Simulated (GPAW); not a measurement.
# An Al chain with two N atoms in line: relaxation, then transmission at several levels, part 3 of 3

How well does an Al chain with two N atoms in line conduct once its atoms have relaxed, and how much do cheaper levels lose?

GPAW 26.7.0; GPAW LCAO, PAW setups; relaxation of the junction within the symmetry of its start, lead ends held (the session's first sound run).

So far, transmission at the Fermi level (one spin): step 3 (double-zeta polarised basis, PBE, GPAW) 1.61; step 4 (single-zeta polarised basis, PBE, GPAW) 1.53; step 5 (minimal basis, PBE, GPAW) 1.62; step 6 (LDA in the dzp basis: xc = "LDA") 1.58; step 7 (the structure as built: geometry = "as built", PBE, GPAW) 1.54. Also open channels of the lead at the Fermi level (one spin): 2 in steps 3, 4 and 6.

## (9) Comparison (continued)

Table of transmission, zone mean, sum over the listed spins by energy, zero at the Fermi level:

```
energy (eV)      dzp      szp       sz  dzp-LDA  asbuilt
     -2.000  0.00951  0.00963  0.00376  0.00949   0.0127
     -1.900  0.00822  0.00814  0.00233  0.00824   0.0110
     -1.800  0.00690  0.00661   8.8e-4  0.00696  0.00934
     -1.700  0.00556  0.00504  1.1e-10  0.00564  0.00758
     -1.600  0.00419  0.00343  5.4e-12  0.00430  0.00576
     -1.500  0.00281  0.00178  1.2e-12  0.00292  0.00389
     -1.400  0.00140   6.4e-5  4.1e-13  0.00151  0.00196
     -1.300   8.8e-9  1.9e-11  1.9e-13   5.4e-5   2.0e-8
     -1.200  1.6e-11  2.9e-12  1.1e-13  1.9e-11  2.0e-11
     -1.100  4.2e-12  9.1e-13  7.3e-14  4.7e-12  4.7e-12
     -1.000  2.6e-12  4.0e-13  5.4e-14  2.7e-12  2.7e-12
     -0.900  2.2e-12  2.2e-13  4.5e-14  2.2e-12  2.1e-12
     -0.800  2.0e-12  1.4e-13  4.1e-14  2.0e-12  1.9e-12
     -0.700  1.9e-12  1.1e-13  9.6e-14  1.9e-12  1.8e-12
     -0.600  9.5e-12  1.5e-13  5.8e-12  1.7e-11   3.1e-9
     -0.500  8.0e-11  2.1e-11  1.7e-10  7.5e-11  5.4e-11
     -0.400    0.103   1.1e-8    0.600    0.125   0.0580
     -0.300     1.31     1.14     1.34     1.25     1.19
     -0.200     1.51     1.42     1.51     1.46     1.42
     -0.100     1.60     1.51     1.60     1.56     1.53
     -0.025     1.62     1.53     1.62     1.58     1.54
      0.000     1.61     1.53     1.62     1.58     1.54
      0.100     1.56     1.47     1.57     1.52     1.47
      0.200     1.46     1.35     1.48     1.42     1.35
      0.300     1.35     1.22     1.37     1.31     1.23
      0.400     1.25     1.11     1.28     1.21     1.12
      0.500     1.18     1.04     1.22     1.14     1.03
      0.600     1.13    0.988     1.17     1.09    0.966
      0.650     1.11    0.969     2.06     1.08    0.941
      0.700     1.10    0.953     1.74     1.06    0.919
      0.775     1.08     1.84     1.52     1.04    0.891
      0.800     1.07     1.64     1.48     1.04    0.882
      0.850     1.07     1.41     1.42     1.82    0.867
      0.900     1.06     1.28     1.38     1.50    0.853
      0.925     1.84     1.24     1.36     1.42     1.52
      1.000     1.46     1.16     1.32     1.29     1.53
      1.100     1.29     1.09     1.29     1.20     1.24
      1.200     1.22     1.05     1.27     1.16     1.11
      1.300     1.18     1.03     1.27     1.13     1.03
      1.400     1.15     1.01     1.27     1.12    0.984
      1.500     1.14     1.00     1.28     1.11    0.950
      1.600     1.13     1.00     1.29     1.10    0.924
      1.700     1.12    0.998     1.30     1.10    0.905
      1.800     1.12    0.998     1.32     1.11    0.889
      1.900     1.12     1.00     1.35     1.11    0.878
      2.000     1.12     1.00     1.37     1.11    0.868
```

## (10) Other settings

One more run, with changed settings.

This step: GPAW LCAO, PAW setups; Landauer transmission from Green's functions with principal layers (ASE), zero bias (GPAW 26.7.0).

File run.py:

```python
import json
import numpy as np
from ase import Atoms
from ase.transport.calculators import TransportCalculator
from gpaw import GPAW, FermiDirac
from gpaw.lcao.tools import get_lcao_hamiltonian
from scipy.linalg import eigh

# The junction with lead layers at both ends, along the third cell vector
device = Atoms(
    ['Al', 'Al', 'Al', 'Al', 'Al', 'Al', 'Al', 'N', 'N', 'Al', 'Al', 'Al', 'Al', 'Al', 'Al', 'Al'],
    positions=[
        [4.50000, 4.50000, 1.20000],
        [4.50000, 4.50000, 3.60000],
        [4.50000, 4.50000, 6.00000],
        [4.50000, 4.50000, 8.40000],
        [4.50000, 4.50000, 10.80000],
        [4.50000, 4.50000, 13.20000],
        [4.50000, 4.50000, 15.63049],
        [4.50000, 4.50000, 17.37001],
        [4.50000, 4.50000, 18.61259],
        [4.50000, 4.50000, 20.35211],
        [4.50000, 4.50000, 22.78260],
        [4.50000, 4.50000, 25.18260],
        [4.50000, 4.50000, 27.58260],
        [4.50000, 4.50000, 29.98260],
        [4.50000, 4.50000, 32.38260],
        [4.50000, 4.50000, 34.78260]],
    cell=[[9.0, 0.0, 0.0], [0.0, 9.0, 0.0], [0.0, 0.0, 35.9826]],
    pbc=True)

# One principal layer of the lead: the first 4 atoms of the device
lead = Atoms(
    ['Al', 'Al', 'Al', 'Al'],
    positions=[
        [4.50000, 4.50000, 1.20000],
        [4.50000, 4.50000, 3.60000],
        [4.50000, 4.50000, 6.00000],
        [4.50000, 4.50000, 8.40000]],
    cell=[[9.0, 0.0, 0.0], [0.0, 9.0, 0.0], [0.0, 0.0, 9.6]],
    pbc=True)

settings = dict(mode='lcao', basis='dzp', xc='PBE', h=0.18,
                occupations=FermiDirac(0.1), maxiter=75,
                mixer=dict(beta=0.1, nmaxold=8, weight=100.0),
                convergence=dict(density=0.0001))
energies = np.arange(-2, 2 + 1e-9, 0.025)
eta = 0.2
n1, n2 = 1, 1
# k and -k transmit alike, so half of the mesh across the current serves
mesh = [(i, j) for i in range(n1) for j in range(n2) if (i, j) <= (-i % n1, -j % n2)]
weights = np.array([1 if (i, j) == (-i % n1, -j % n2) else 2 for i, j in mesh]) / (n1 * n2)

# [... helper functions left out ...]
fermi_lead = ground_state(lead, (1, 1, 12), 'lead.txt')
fermi_device = ground_state(device, (1, 1, 2), 'device.txt')
# [... loop over the mesh left out, but for ...]
        # Shift the lead onto the potential of the device's first layer
        shift = ((H[:, 0, 0] - H0[:, 0, 0]) / S0[0, 0]).real.mean()
# [...]
kT = 8.617333e-5 * 300
bias = [0.1, 0.2, 0.5, 1.0, 1.5, 2.0]
# [... integrals and printing left out ...]
```

Started as:

```bash
$ OMP_NUM_THREADS=1 OPENBLAS_NUM_THREADS=1 python run.py
```

The log of the run:

```text
basis functions: device 208, principal layer 52
Fermi level: lead -3.1259 eV, device -3.1134 eV; lead shifted by -0.0047 eV
largest coupling past the next layer 2.45e-15 eV, largest misfit of the first layer 0.021 eV
  E-E_F (eV)   T (one spin)  channels
    -2.000    1.2381e-03    1.0000
    -1.975    1.1890e-03    1.0000
    -1.950    1.1394e-03    1.0000
    -1.925    1.0893e-03    1.0000
    -1.900    1.0388e-03    1.0000
    -1.875    9.8794e-04    1.0000
    -1.850    9.3677e-04    1.0000
    -1.825    8.8538e-04    1.0000
    -1.800    8.3384e-04    1.0000
    -1.775    7.8226e-04    1.0000
    -1.750    7.3075e-04    1.0000
    -1.725    6.7943e-04    1.0000
    -1.700    6.2844e-04    1.0000
    -1.675    5.7795e-04    1.0000
    -1.650    5.2814e-04    1.0000
    -1.625    4.7921e-04    1.0000
[...]
1.825    1.0284e-01    3.0000
     1.850    1.0385e-01    3.0000
     1.875    1.0487e-01    3.0000
     1.900    1.0589e-01    3.0000
     1.925    1.0691e-01    3.0000
     1.950    1.0793e-01    3.0000
     1.975    1.0896e-01    3.0000
     2.000    1.0999e-01    3.0000
conductance at 300 K: 0.0070104 G0 a cell; thermopower -39.47 uV/K
current from the zero-bias T(E) at 0.1 V: 0.05457 uA
current from the zero-bias T(E) at 0.2 V: 0.11066 uA
current from the zero-bias T(E) at 0.5 V: 0.3026 uA
current from the zero-bias T(E) at 1.0 V: 0.76513 uA
current from the zero-bias T(E) at 1.5 V: 1.4461 uA
current from the zero-bias T(E) at 2.0 V: 2.445 uA
```

It took 100 s on 1 thread of Arm Neoverse V1, shared host; peak memory 1.7 GiB.

The run finished. A setting was moved off its sound value on purpose, so it serves as a test and not as the result.

The fault put into the input: a broadening of tenths of an eV (eta = 0.2).

Side by side:

```
                                  quantity   this run  sound run  difference
                          conductance (G₀)  0.0070104     1.6041       -1.60
transmission at the Fermi level (one spin)  0.0069308     1.6121       -1.61
```

The two runs differ clearly in the transmission at the Fermi level (one spin): 0.00693 against 1.61.

## (11) Summary of results

```yaml
conductance: 1.60 G₀
transmission_at_the_fermi_level_mean_of_the_spins: 1.61
thermopower: about 0 (under 1.5 μV/K)
open_channels_of_the_lead_there: 2
```

In the dzp basis the junction conducts 1.60 G₀ at 300 K, with T = 1.61 a spin at the Fermi level; the sz basis reaches that conductance within 10 %. Relaxation moved atoms by up to 0.039 Å and took the conductance from 1.53 to 1.60 G₀, as a ratio a larger change than the step from dzp to the minimal basis. The scatterer reflects about 19 % of the incoming channels at the Fermi level. At the Fermi level two eigenchannels carry the current (0.81 and 0.81). Measured against the first run (dzp), the nearest curve is that of dzp-LDA (r.m.s. 0.100) and the farthest that of sz (0.19). Over the compared runs wall time goes from 53 s (sz) to 105 s (asbuilt), on a shared host. The leads kept an estimated spacing and the cell its length, so the junction may be under some tension or compression. The geometry comes from the orbital basis, which tends to overbind, and kept the symmetry of the start, so a structure of lower symmetry may lie lower. An evenly spaced straight chain is an idealisation: free chains tend to dimerise, zigzag or, where a band edge lies near the Fermi level, turn magnetic. The currents use the zero-bias T(E) throughout, which holds only while the bias is small against the distance to the nearest feature.

[Logs are printed without paths, hosts, clocks, repeated set-up lines and the standing remarks that a program may print on its own settings, such as how far it seeks lower states.]

[Hosts, paths, dates, database ids (printed as entryN), source tags and the programs' standing remarks are cut or masked in the printed files.]
